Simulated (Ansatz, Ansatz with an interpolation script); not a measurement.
**Settings in Wannier-interpolated G0W0: YPO4 (I4_1/amd)**

How do the Wannier model and the GW settings move the interpolated bands of YPO4 (I4_1/amd)?

Method: maximally localised Wannier functions, LDA, plane waves, PAW; PAW set soft_1, in Ansatz 0.2.0.

The database entry behind the starting cell differs from later determinations by our own check (impure mineral, about 0.2 % long), so it need not match the best structure at ambient conditions.

**1. Starting point**

Symmetry: I4_1/amd, No. 141, tetragonal system. The conventional cell has a = 6.895 Å, b = 6.895 Å, c = 6.028 Å, α = 90.00°, β = 90.00°, γ = 90.00°. Y has 8 O at 2.31 to 2.38 Å nearest. Nearest to P lie 4 O at 1.54 Å. Nearest to O lie 1 P at 1.54 Å and 2 Y at 2.31 to 2.38 Å. Farther neighbours and most contacts between anions are not listed.

Structure file:

```
Y P O
1.0
    -3.44735    3.44735    3.01380
     3.44735   -3.44735    3.01380
     3.44735    3.44735   -3.01380
Y P O
2 2 8
Cartesian
  0.0000 3.4474 1.5069
  0.0000 0.0000 0.0000
  0.0000 0.0000 3.0138
  3.4474 0.0000 1.5069
  3.4474 2.2428 -0.9596
  4.6519 0.0000 0.5473
  0.0000 1.2045 2.0542
  2.2428 0.0000 0.5473
  3.4473 1.2045 2.4665
  1.2045 0.0000 3.9734
  3.4474 -1.2045 2.4665
  2.2428 3.4474 0.9596
```

The cell and positions come from the Crystallography Open Database and are kept as given unless a step says otherwise.

**2. Wannier model on 8×8×8**

Localised functions give a small Hamiltonian that interpolates between mesh points at no cost.

Input file input.yaml:

```yaml
crystal:
  lattice:
    - [-3.44735, 3.44735, 3.0138]
    - [3.44735, -3.44735, 3.0138]
    - [3.44735, 3.44735, -3.0138]
  atoms:
    - { symbol: "Y", position: [0.75, 0.25, 0.5] }
    - { symbol: "Y", position: [0.0, 0.0, 0.0] }
    - { symbol: P, position: [0.5, 0.5, 0.0] }
    - { symbol: P, position: [0.25, 0.75, 0.5] }
    - { symbol: O, position: [0.1661, 0.3408, 0.8253] }
    - { symbol: O, position: [0.0908, 0.7655, 0.6747] }
    - { symbol: O, position: [0.5155, 0.3408, 0.1747] }
    - { symbol: O, position: [0.0908, 0.4161, 0.3253] }
    - { symbol: O, position: [0.5839, 0.9092, 0.6747] }
    - { symbol: O, position: [0.6592, 0.8339, 0.1747] }
    - { symbol: O, position: [0.2345, 0.9092, 0.3253] }
    - { symbol: O, position: [0.6592, 0.4845, 0.8253] }
kpoints:
  mp_grid: { grid: [4, 4, 4] }
hamiltonian:
  xc: lda
  pseudopotentials: { kind: paw, azcp: { folder: soft_1 }, xc_functional: pbe }
scf:
  occupations: { method: fixed }
  n_extra_bands: 76
output:
  wannier:
    kmesh: [8, 8, 8]
    projections: [{ species: O, l: p, shell: 2 }, { species: "Y", l: d, shell: 4 }]
    minimise: true
    write_hr: true
    seedname: w
    conv_tol: 1.0e-06
    max_iter: 20000
    stability_check: false
    disentanglement:
      window: [2.35, 19.6]
      frozen_window: [2.35, 12.71]
      conv_tol: 1.0e-08
```

Command:

```sh
> ansatz run input.yaml --threads 2 --pin off --max-ram 92160MiB --backend cuda --events-out ev --progress --plain --runs-dir out --devices 1 --max-vram 13GiB
```

Numbers of over 12 decimals in the logs are rounded to 6 here.

The log of the run:

```text
scf.n_extra_bands = 76 over 40 filled bands (N_el = 80.0): the run solves 116 bands
GPUs: using 1 of 1 available (devices: 1).
Engine: ansatz 0.2.0, x86_64-unknown-linux-gnu
Pseudopotentials: kind: paw
Pseudopotential: Y, paw, valence charge 11, recommended cutoff 420 eV (normal), soft_1/Y.paw.azcp
Pseudopotential: P, paw, valence charge 5, recommended cutoff 420 eV (normal), soft_1/P.paw.azcp
Pseudopotential: O, paw, valence charge 6, recommended cutoff 420 eV (normal), soft_1/O.paw.azcp
Functional definition: SPW92
  exchange = slater_x
  correlation = pw_c
device memory: the entry about to start is reckoned to put 3.2 GiB on a device that reports 63.6 GiB free (of which the cap on the GPU budget leaves the run 13.0 GiB)
GPU FFT provider: cuFFT
GPU libraries: cuBLAS 13.8.2, cuFFT 12.4.0, cuSOLVER 12.3.4
Crystal: 12 atoms, lattice volume = 143.267 Å³
Basis set: ecut = 420 eV, 2783 PW (Γ)
Bands: 116, of which v1, the nominal top of the filled ones, is band 40 counted from 1 (39 counted from 0)
Symmetry: 16 space group operations
Space group: I41/amd (ITA 141), of the structure as read, at distance tolerance 5.2e-5 Å
k-points: 13 of 64
Non-local potential: Y, projectors of the file, l = 0: 3, l = 1: 2, l = 2: 2, l = 3: 1
Non-local potential: P, projectors of the file, l = 0: 2, l = 1: 2, l = 2: 1
Non-local potential: O, projectors of the file, l = 0: 2, l = 1: 2, l = 2: 1
PAW form: soft (Blöchl's): semilocal exchange-correlation on the pseudo side does not see the compensation charge
PAW frozen core: Y, regenerated for the run's functional, and the local potential with it (the file was generated under x = pbe(κ = 0.804, μ = 0.219515), c = pbe(β = 0.066725))
PAW frozen core: P, regenerated for the run's functional, and the local potential with it (the file was generated under x = pbe(κ = 0.804, μ = 0.219515), c = pbe(β = 0.066725))
PAW frozen core: O, regenerated for the run's functional, and the local potential with it (the file was generated under x = pbe(κ = 0.804, μ = 0.219515), c = pbe(β = 0.066725))
PAW one-centre angular grid: Y, 590 points (default); XC on 64 Gauss nodes
PAW one-centre angular grid: P, 110 points (default); XC on 64 Gauss nodes
PAW one-centre angular grid: O, 110 points (default); XC on 64 Gauss nodes
Initial density: superposition of atomic densities (chi_scale 0.1, normalization cell, long waves kept (reshape's long-wave potential 0.02 eV rms))
Initial wavefunctions: pseudopotential atomic-orbital guess
GPU buffer pool allocated for 64000 grid points (all kernels)
GPU transforms: local potential and band sums: pruned to the plane-wave sphere, on 40×40×40
Functional: x = slater, c = lda
[...]
SCF iter   6: F=—  HF=-13402.785665 eV  |F-HF|=—  |Δ(HF+E_count)|=   1.09e-4  Δρ=1.24e-4  dr2=1.17e-5  ethr=6.55e-7  ⟨swp⟩=2.1  Hψ=1117  notcnv=0  defer=961
SCF iter   7: F=—  HF=-13402.785615 eV  |F-HF|=—  |Δ(HF+E_count)|=   4.97e-5  Δρ=1.21e-5  dr2=1.47e-7  ethr=1.47e-8  ⟨swp⟩=2.3  Hψ=1653  notcnv=0  defer=959
SCF iter   8: F=-13402.785615 eV  HF=-13402.785615 eV  |F-HF|=1.54e-9  |Δ(HF+E_count)|=   1.22e-8  Δρ=2.09e-6  dr2=4.36e-9  ethr=1.25e-10  ⟨swp⟩=13.8  Hψ=12751  notcnv=0
SCF 1 converged in 8 iterations: F = -13402.785615 eV  dr2 = 4.36e-9
[...]
device memory: the entry about to start is reckoned to put 3.8 GiB (of the 3.9 GiB reckoned in all, the device holds 0.1 GiB already) on a device that reports 62.3 GiB free (of which the cap on the GPU budget leaves the run 12.9 GiB)
NSCF: frozen V_eff on 13 k-points
[...]
device memory: the entry about to start is reckoned to put 3.1 GiB on a device that reports 61.4 GiB free (of which the cap on the GPU budget leaves the run 13.0 GiB)
NSCF: frozen V_eff on 63 k-points
the Wannier pass solved 63 of the 512 points of its mesh, and has the states at the others by symmetry: states obtained by the crystal's operations at points that were solved too leave a residual of 4.23e-13 eV (read by the count's bands and the next), within 6.67e-6 eV
SCF converged after 8 iterations
Free energy (F): -13402.785615 eV
Harris-Foulkes:  -13402.785615 eV  (|F-HF|=1.54e-9)
Internal energy: -13402.785615 eV  (E = F + TS)
E sigma→0 (E₀):  -13402.785615 eV
Fermi energy:    6.404288 eV
--- Per-component energies (eV) ---
  E_band       = -318.723760
  E_kinetic    = 2148.466639
  E_local      = -4214.071611  (includes V_loc(G=0)·N_el)
  E_nonlocal   = 555.382053
  E_hartree    = 1459.462413
  E_xc         = -1070.952708
  E_vxc        = -1268.959876  (∫ρ·V_xc dr)
  E_paw        = -7704.846790  (= ΣΔE_a)
  E_vpaw       = -458.473828  (= ΣTr[D̂ρ^β])
  E_aug_tail   = 0.006581  (compensation charges beyond the density's cutoff)
  E_ewald      = -4577.901437
  E_core_change = 1.669245  (= ΣΔE_core)
  E_smearing   = -0.000000  (= −TS)
  E_closure    = 0.000000  (closes the sum)
  Σ components = -13402.785615   (vs F -13402.785615, Δ=0.00e0)
--- Band table (eV; the first three rows and the last of 13) ---
  k-point 0: bands = [... 36 lower, 5.8856, 5.8856, 5.8966, 6.4043, 12.4128, 12.4662, 13.3190, 13.5618, ... 72 higher]
  k-point 1: bands = [... 36 lower, 5.8139, 5.8392, 5.8934, 6.2191, 12.2490, 12.8155, 13.0550, 13.4186, ... 72 higher]
  k-point 2: bands = [... 36 lower, 5.6504, 5.6504, 5.9375, 5.9375, 12.3120, 12.3120, 13.3872, 13.3872, ... 72 higher]
  k-point 12: bands = [... 36 lower, 5.3503, 5.3503, 5.7079, 5.7079, 13.0593, 13.0593, 13.6120, 13.6120, ... 72 higher]
Wannier search: line search 1 of at most 20000: gauge-dependent spread (as the search counts it) 16.4799427 Å², largest recent change 5.8e0 Å² against conv_tol 1.0e-6 Å², 0 stops escaped
Wannier search: line search 100 of at most 20000: gauge-dependent spread (as the search counts it) 7.3974358 Å², largest recent change 1.8e-2 Å² against conv_tol 1.0e-6 Å², 0 stops escaped
Wannier search: line search 200 of at most 20000: gauge-dependent spread (as the search counts it) 7.0855138 Å², largest recent change 9.4e-5 Å² against conv_tol 1.0e-6 Å², 0 stops escaped
```

It took 62 s on 1 × NVIDIA H100 80GB HBM3 (shared by 6 runs) with 2 threads of AMD EPYC 7R13 (Zen 3), shared host; peak memory 2.4 GiB; 74 s of CPU time.

In the SCF lines HF is the Harris–Foulkes energy and dr2 the Hartree energy of the density residual, in eV; the loop may stop once dr2 is under the threshold and the program's other checks hold. Hψ counts applications of the Hamiltonian.

Numbers from this step:

```
gauge-invariant spread     : 60.32 Å²
diagonal spread            : 0.01733 Å²
off-diagonal spread        : 7.067 Å²
total spread               : 67.41 Å²
least projectability       : 0.01388
localisation steps         : 284
disentanglement steps      : 320
r.m.s. interpolation error : 9.69e-4 eV
r.m.s. error near the gap  : 0.001219 eV
```

Near the gap the model misses directly solved bands by 1.2 meV r.m.s. and by 26 meV at most in the window tested. This tests the starting bands, not the corrections carried with them.

**3. Wannier model on 4×4×4**

input.yaml, as its differences from that of step 2:

```diff
@@ -28,3 +28,3 @@
   wannier:
-    kmesh: [8, 8, 8]
+    kmesh: [4, 4, 4]
     projections: [{ species: O, l: p, shell: 2 }, { species: "Y", l: d, shell: 4 }]
```

The log of the run:

```text
[...]
GPUs: using 1 of 1 available (devices: 1).
[...]
GPU FFT provider: cuFFT
GPU libraries: cuBLAS 13.8.2, cuFFT 12.4.0, cuSOLVER 12.3.4
Crystal: 12 atoms, lattice volume = 143.267 Å³
Basis set: ecut = 420 eV, 2783 PW (Γ)
Bands: 116, of which v1, the nominal top of the filled ones, is band 40 counted from 1 (39 counted from 0)
Symmetry: 16 space group operations
[...]
k-points: 13 of 64
[...]
GPU buffer pool allocated for 64000 grid points (all kernels)
[...]
SCF iter   1: F=—  HF=-13407.369648 eV  |F-HF|=—  |Δ(HF+E_count)|=         —  Δρ=8.38e-2  dr2=1.42e1  ethr=3.10e-3  ⟨swp⟩=4.4  Hψ=5483  notcnv=0  defer=934
[...]
SCF iter   8: F=-13402.785615 eV  HF=-13402.785615 eV  |F-HF|=1.54e-9  |Δ(HF+E_count)|=   1.22e-8  Δρ=2.09e-6  dr2=4.36e-9  ethr=1.25e-10  ⟨swp⟩=13.8  Hψ=12751  notcnv=0
SCF 1 converged in 8 iterations: F = -13402.785615 eV  dr2 = 4.36e-9
[...]
NSCF: frozen V_eff on 13 k-points
[...]
SCF converged after 8 iterations
Free energy (F): -13402.785615 eV
[...]
Internal energy: -13402.785615 eV  (E = F + TS)
E sigma→0 (E₀):  -13402.785615 eV
Fermi energy:    6.404288 eV
[...]
--- Band table (eV; the first three rows and the last of 13) ---
  k-point 0: bands = [... 36 lower, 5.8856, 5.8856, 5.8966, 6.4043, 12.4128, 12.4662, 13.3190, 13.5618, ... 72 higher]
  k-point 1: bands = [... 36 lower, 5.8139, 5.8392, 5.8934, 6.2191, 12.2490, 12.8155, 13.0550, 13.4186, ... 72 higher]
  k-point 2: bands = [... 36 lower, 5.6504, 5.6504, 5.9375, 5.9375, 12.3120, 12.3120, 13.3872, 13.3872, ... 72 higher]
  k-point 12: bands = [... 36 lower, 5.3503, 5.3503, 5.7079, 5.7079, 13.0593, 13.0593, 13.6120, 13.6120, ... 72 higher]
[...]
```

The job ended after 8.4 s (1 × NVIDIA H100 80GB HBM3 (shared by 6 runs) with 2 threads; peak memory 1.1 GiB; 9.9 s of CPU time).

This step gave:

```yaml
gauge_invariant_spread: 55.95 Å²
diagonal_spread: 0.01550 Å²
off_diagonal_spread: 6.933 Å²
total_spread: 62.89 Å²
least_projectability: 0.01354
localisation_steps: 84
disentanglement_steps: 94
r_m_s_interpolation_error: 0.003192 eV
r_m_s_error_near_the_gap: 0.003383 eV
```

Near the gap the model misses directly solved bands by 3.4 meV r.m.s. and by 69 meV at most in the window tested. This tests the starting bands, not the corrections carried with them.

Frozen up to 6.30 eV; above it the model need not follow the bands. Electronic bands along the path, in eV, zero at the valence-band top; v1 is the highest filled band, c1 the lowest empty one:

```csv
point,v4,v3,v2,v1,c1,c2,c3,c4
Γ,-0.52,-0.52,-0.51,0.00,6.01,6.06,6.91,7.21
halfway,-0.59,-0.57,-0.51,-0.19,5.84,6.47,6.80,7.01
X,-0.75,-0.75,-0.47,-0.47,5.91,5.91,6.99,6.99
halfway,-0.83,-0.83,-0.60,-0.60,6.25,6.25,6.98,6.98
M,-1.05,-1.05,-0.70,-0.70,6.66,6.66,7.21,7.21
halfway,-0.78,-0.57,-0.55,-0.40,5.97,6.51,6.62,7.09
Γ,-0.52,-0.52,-0.51,0.00,6.01,6.06,6.91,7.21
halfway,-0.86,-0.18,-0.18,-0.10,6.44,6.77,6.85,7.10
Z,-1.17,-0.83,-0.57,-0.57,6.64,6.67,7.05,7.11
jump to Z0,-1.17,-0.83,-0.57,-0.57,6.64,6.67,7.05,7.11
halfway,-1.11,-0.95,-0.65,-0.65,6.65,6.67,7.16,7.17
M,-1.05,-1.05,-0.70,-0.70,6.66,6.66,7.21,7.21
jump to X,-0.75,-0.75,-0.47,-0.47,5.91,5.91,6.99,6.99
halfway,-0.86,-0.86,-0.46,-0.46,5.95,5.95,7.08,7.08
P,-0.96,-0.96,-0.46,-0.46,6.00,6.00,7.14,7.14
halfway,-0.85,-0.74,-0.36,-0.27,6.11,6.15,7.07,7.23
N,-0.84,-0.80,-0.20,-0.15,6.21,6.40,6.93,7.11
halfway,-0.65,-0.39,-0.26,-0.09,6.10,6.64,6.70,7.16
Γ,-0.52,-0.52,-0.51,0.00,6.01,6.06,6.91,7.21
```

The same for Kohn-Sham, solved directly:

```csv
point,v4,v3,v2,v1,c1,c2,c3,c4
Γ,-0.52,-0.52,-0.51,0.00,6.01,6.06,6.91,7.16
X,-0.75,-0.75,-0.47,-0.47,5.91,5.91,6.98,6.98
M,-1.05,-1.05,-0.70,-0.70,6.66,6.66,7.21,7.21
Γ,-0.52,-0.52,-0.51,0.00,6.01,6.06,6.91,7.16
Z,-1.17,-0.83,-0.57,-0.57,6.64,6.67,7.06,7.07
Z0,-1.17,-0.83,-0.57,-0.57,6.64,6.67,7.06,7.07
M,-1.05,-1.05,-0.70,-0.70,6.66,6.66,7.21,7.21
X,-0.75,-0.75,-0.47,-0.47,5.91,5.91,6.98,6.98
P,-0.96,-0.96,-0.46,-0.46,6.00,6.00,7.09,7.09
N,-0.84,-0.80,-0.20,-0.15,6.21,6.38,6.90,7.02
Γ,-0.52,-0.52,-0.51,0.00,6.01,6.06,6.91,7.16
```

**4. A faulty Wannier input**

input.yaml, as its differences from that of step 3:

```diff
@@ -37,4 +37,4 @@
     disentanglement:
-      window: [2.35, 19.6]
-      frozen_window: [2.35, 12.71]
+      window: [-4.06, 13.2]
+      frozen_window: [-4.06, 6.3]
       conv_tol: 1.0e-08
```

The log of the run:

```text
scf.n_extra_bands = 76 over 40 filled bands (N_el = 80.0): the run solves 116 bands
GPUs: using 1 of 1 available (devices: 1).
Engine: ansatz 0.2.0, x86_64-unknown-linux-gnu
Pseudopotentials: kind: paw
Pseudopotential: Y, paw, valence charge 11, recommended cutoff 420 eV (normal), soft_1/Y.paw.azcp
Pseudopotential: P, paw, valence charge 5, recommended cutoff 420 eV (normal), soft_1/P.paw.azcp
Pseudopotential: O, paw, valence charge 6, recommended cutoff 420 eV (normal), soft_1/O.paw.azcp
Functional definition: SPW92
  exchange = slater_x
  correlation = pw_c
device memory: the entry about to start is reckoned to put 3.2 GiB on a device that reports 56.2 GiB free (of which the cap on the GPU budget leaves the run 13.0 GiB)
GPU FFT provider: cuFFT
GPU libraries: cuBLAS 13.8.2, cuFFT 12.4.0, cuSOLVER 12.3.4
Crystal: 12 atoms, lattice volume = 143.267 Å³
Basis set: ecut = 420 eV, 2783 PW (Γ)
Bands: 116, of which v1, the nominal top of the filled ones, is band 40 counted from 1 (39 counted from 0)
Symmetry: 16 space group operations
Space group: I41/amd (ITA 141), of the structure as read, at distance tolerance 5.2e-5 Å
k-points: 13 of 64
Non-local potential: Y, projectors of the file, l = 0: 3, l = 1: 2, l = 2: 2, l = 3: 1
Non-local potential: P, projectors of the file, l = 0: 2, l = 1: 2, l = 2: 1
Non-local potential: O, projectors of the file, l = 0: 2, l = 1: 2, l = 2: 1
PAW form: soft (Blöchl's): semilocal exchange-correlation on the pseudo side does not see the compensation charge
[...]
NSCF: frozen V_eff on 13 k-points
[...]
device memory: the entry about to start is reckoned to put 2.7 GiB on a device that reports 55.6 GiB free (of which the cap on the GPU budget leaves the run 13.0 GiB)
NSCF: frozen V_eff on 17 k-points
the Wannier pass solved 17 of the 64 points of its mesh, and has the states at the others by symmetry: states obtained by the crystal's operations at points that were solved too leave a residual of 4.73e-13 eV (read by the count's bands and the next), within 8.33e-6 eV
SCF converged after 8 iterations
Free energy (F): -13402.785615 eV
Harris-Foulkes:  -13402.785615 eV  (|F-HF|=1.54e-9)
Internal energy: -13402.785615 eV  (E = F + TS)
E sigma→0 (E₀):  -13402.785615 eV
Fermi energy:    6.404288 eV
--- Per-component energies (eV) ---
  E_band       = -318.723760
  E_kinetic    = 2148.466639
  E_local      = -4214.071611  (includes V_loc(G=0)·N_el)
  E_nonlocal   = 555.382053
  E_hartree    = 1459.462413
  E_xc         = -1070.952708
  E_vxc        = -1268.959876  (∫ρ·V_xc dr)
  E_paw        = -7704.846790  (= ΣΔE_a)
  E_vpaw       = -458.473828  (= ΣTr[D̂ρ^β])
  E_aug_tail   = 0.006581  (compensation charges beyond the density's cutoff)
  E_ewald      = -4577.901437
  E_core_change = 1.669245  (= ΣΔE_core)
  E_smearing   = -0.000000  (= −TS)
  E_closure    = 0.000000  (closes the sum)
  Σ components = -13402.785615   (vs F -13402.785615, Δ=0.00e0)
--- Band table (eV; the first three rows and the last of 13) ---
  k-point 0: bands = [... 36 lower, 5.8856, 5.8856, 5.8966, 6.4043, 12.4128, 12.4662, 13.3190, 13.5618, ... 72 higher]
  k-point 1: bands = [... 36 lower, 5.8139, 5.8392, 5.8934, 6.2191, 12.2490, 12.8155, 13.0550, 13.4186, ... 72 higher]
  k-point 2: bands = [... 36 lower, 5.6504, 5.6504, 5.9375, 5.9375, 12.3120, 12.3120, 13.3872, 13.3872, ... 72 higher]
  k-point 12: bands = [... 36 lower, 5.3503, 5.3503, 5.7079, 5.7079, 13.0593, 13.0593, 13.6120, 13.6120, ... 72 higher]
```

It took 7.8 s on 1 × NVIDIA H100 80GB HBM3 (shared by 6 runs) with 2 threads; peak memory 1.1 GiB.

The self-consistent loop converged; the step after it was not made. The program's words: output.wannier: at mesh point 0 (counted from 0) output.wannier.disentanglement.window holds 26 states for 34 functions, beside 0 of inner shells that are left out. Raise the window's top, and output.wannier.disentanglement.top_band where it is typed. No Wannier file is written

The fault put into this input: windows typed from the Fermi level.

**5. G0W0: 4×4×4 mesh, 597 empty bands, screening to 150 eV, PAW set soft_1 files**

G0W0 replaces the xc potential by the self-energy, built once from these orbitals. Only a window of levels is corrected, while the sums run over the empty bands that the input names.

This step: G0W0 on LDA, plane waves, PAW; PAW set soft_1.

input.yaml, the sections that differ from step 4:

```yaml
scf:
  occupations: { method: fixed }
gw:
  n_empty_bands: 597
  ecut_chi: 150.0
  qp_bands: [v16, c2]
  screening: { model: contour_deformation }
# crystal, kpoints, hamiltonian: as in step 4
# output: removed
```

The log of the run:

```text
GPUs: using 1 of 1 available (devices: 1).
[...]
GPU FFT provider: cuFFT
GPU libraries: cuBLAS 13.8.2, cuFFT 12.4.0, cuSOLVER 12.3.4
Crystal: 12 atoms, lattice volume = 143.267 Å³
Basis set: ecut = 420 eV, 2783 PW (Γ)
Bands: 52, of which v1, the nominal top of the filled ones, is band 40 counted from 1 (39 counted from 0)
Symmetry: 16 space group operations
[...]
k-points: 13 of 64
[...]
0    32      4.9379   -25.7435     4.4368   -20.0848  0.7805     3.6997     3.7161  root
[...]
12    39      5.7078   -26.3035     4.3478   -20.8007  0.7853     4.5396     4.5528  root
    12    40      5.7078   -26.3035     4.3478   -20.8007  0.7853     4.5396     4.5528  root
    12    41     13.0593    -9.7689    -4.8716   -16.3695  0.8223    14.8181    14.7883  root
    12    42     13.0593    -9.7689    -4.8716   -16.3695  0.8223    14.8181    14.7883  root
[key lines of the parts left out:]
SCF converged after 8 iterations
Free energy (F): -13402.785615 eV
Fermi energy:    6.404219 eV
```

Run time: 1.8 min. Hardware: 1 × NVIDIA H100 80GB HBM3 (shared by 6 runs) with 2 threads; peak memory 1.9 GiB.

The G0W0 gap on the mesh is 8.522 eV.

[end of part 1 of 2]

[Paths, hosts, dates, memory and timing lines, banners, echoed tables and standing remarks are left out of the program output.]

[Logs are printed without paths, hosts, clocks, repeated set-up lines and the standing remarks that a program may print on its own settings, such as how far it seeks lower states.]

[Runs of the session that timed out or met a known fault of the program may be left out.]

[Hosts, paths, dates, database ids (printed as entryN), source tags and the programs' standing remarks are cut or masked in the printed files.]
